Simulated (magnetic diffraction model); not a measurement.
# Which magnetic order? Li2Mn2PbSe6

Space group Cc (no. 9), a = 12.6380 Å, b = 7.3730 Å, c = 12.4740 Å, β = 109.94°.

| site | atom | x | y | z |
| --- | --- | --- | --- | --- |
| 4a | Pb | 0.2731 | 0.2660 | 0.7507 |
| 4a | Se | 0.7005 | 0.7414 | 0.5588 |
| 4a | Se | 0.2217 | 0.0199 | 0.8296 |
| 4a | Se | 0.7017 | 0.0151 | 0.8051 |
| 4a | Se | 0.4690 | 0.2495 | 0.8067 |
| 4a | Se | 0.8984 | 0.7773 | 0.1205 |
| 4a | Se | 0.5103 | 0.7432 | 0.9875 |
| 4a | Mn | 0.3465 | 0.4321 | 0.5070 |
| 4a | Mn | 0.5215 | 0.5881 | 0.8126 |
| 4a | Li | 0.5039 | 0.9175 | 0.5121 |
| 4a | Li | 0.7125 | 0.6921 | 0.1616 |

This is a made-up structure (elements placed in a structure type, unrelaxed), so the numbers test the method and describe no known phase.

Only Mn is taken to order (form factors of Mn4+); orders and moment sizes are assumed, and not adapted to the symmetry. Radiation: neutrons of λ = 2.41 Å, 2° to 35°; isotropic B of 0.33 Å² (Pb), 0.33 Å² (Se), 0.43 Å² (Mn) and 0.62 Å² (Li). The intensities are simulated: I ∝ L Σ (|F_N|² + |F_M⊥|²) for unpolarised neutrons, with F_M = 2.695 fm/μB × Σ f(s) S exp(2πi Q·r) exp(−B s²) at Q = H ± k (one set where k and −k are equivalent), only the part normal to Q counting and L = 1/(sin²θ cos θ). For a modulated order the moment at position r is S exp(−2πi k·r) + c.c., with S = m/2 for a sine wave of amplitude m and S = m(u + iv)/2 for moments turning in a plane, u and v being orthogonal unit vectors in it; the phase factor of the sum at Q = H + k is then exp(2πi H·r). Form factors are spin-only for 3d ions and dipole or tabulated for f ions, scattering lengths are Sears's of 1992, and absorption is left out. A label names one of the reflections at its angle. The strongest nuclear line in the range is 100, and lines under 0.2 are left out.

Above the ordering temperature:

```
2θ (°)     index      I
 22.18   (1 1 0)    3.9
 23.20  (1 1 -1)  100.0
 23.41   (2 0 0)   42.4
 23.72   (0 0 2)   41.8
 27.04   (1 1 1)   26.8
 27.11  (2 0 -2)   13.7
 29.55  (1 1 -2)    2.1
```

Below it (cell unchanged):

```csv
2θ (°),I
6.25,38.3
13.36,29.1
17.12,11.4
18.42,8.9
22.18,3.9
23.02,6.9
23.20,100.0
23.21,5.3
23.41,42.4
23.72,41.8
24.25,5.2
24.55,8.8
25.89,7.1
27.04,26.8
27.11,13.7
27.82,3.9
27.85,4.5
28.65,3.1
29.55,2.1
30.43,4.0
31.61,1.6
31.88,2.8
32.57,4.6
33.85,1.9
34.06,3.2
```

**Question.** Find the propagation vector, then choose among these models:
A. moments turning in the plane of [010] and [001], 2.77 μB on Mn; signs + at (0.3465, 0.4321, 0.5070), + at (0.3465, 0.5679, 0.0070), + at (0.5215, 0.5881, 0.8126), − at (0.0215, 0.9119, 0.3126)
B. a sine wave with moments along [100] (amplitudes given), 2.77 μB on Mn; signs + at (0.3465, 0.4321, 0.5070), + at (0.3465, 0.5679, 0.0070), + at (0.5215, 0.5881, 0.8126), − at (0.0215, 0.9119, 0.3126)
C. moments turning in the plane of [010] and [100], 2.77 μB on Mn; signs + at (0.3465, 0.4321, 0.5070), + at (0.3465, 0.5679, 0.0070), + at (0.5215, 0.5881, 0.8126), − at (0.0215, 0.9119, 0.3126)
D. moments turning in the plane of [001] and [100], 2.77 μB on Mn; signs + at (0.3465, 0.4321, 0.5070), + at (0.3465, 0.5679, 0.0070), + at (0.5215, 0.5881, 0.8126), − at (0.0215, 0.9119, 0.3126)

The new lines index as (0 1/3 0) at 6.25°, (0 1/3 1) at 13.36°, (1 2/3 0) at 17.12° and (1 2/3 -1) at 18.42°, that is as H ± k with k = (0 1/3 0). Satellites come in pairs about each point of the reciprocal lattice.

Magnetic intensity, observed (below minus above) and for each model:

| 2θ (°) | index | observed | A | B | C | D |
| --- | --- | --- | --- | --- | --- | --- |
| 6.25 | (0 1/3 0) | 38.3 | 38.3 | 38.3 | 38.3 | 76.5 |
| 13.36 | (0 1/3 1) | 29.1 | 17.9 | 16.4 | 29.1 | 20.0 |
| 17.12 | (1 2/3 0) | 11.4 | 15.8 | 6.4 | 11.4 | 16.6 |
| 18.42 | (1 2/3 -1) | 8.9 | 8.8 | 4.8 | 8.9 | 11.0 |
| 23.21 | (2 1/3 -1) | 5.3 | 8.7 | 0.5 | 5.3 | 5.5 |
| 24.25 | (2 1/3 0) | 5.2 | 9.0 | 0.8 | 5.2 | 5.0 |
| 24.55 | (0 1/3 2) | 8.8 | 5.0 | 4.5 | 8.8 | 4.8 |
| 30.43 | (2 1/3 1) | 4.0 | 5.1 | 1.3 | 4.0 | 2.9 |

Model C matches.

The structure used: k = (0 1/3 0), moments turning in the plane of [010] and [100], 2.77 μB on Mn; signs + at (0.3465, 0.4321, 0.5070), + at (0.3465, 0.5679, 0.0070), + at (0.5215, 0.5881, 0.8126), − at (0.0215, 0.9119, 0.3126).

[Logs are printed without paths, hosts, clocks, repeated set-up lines and the standing remarks that a program may print on its own settings, such as how far it seeks lower states.]
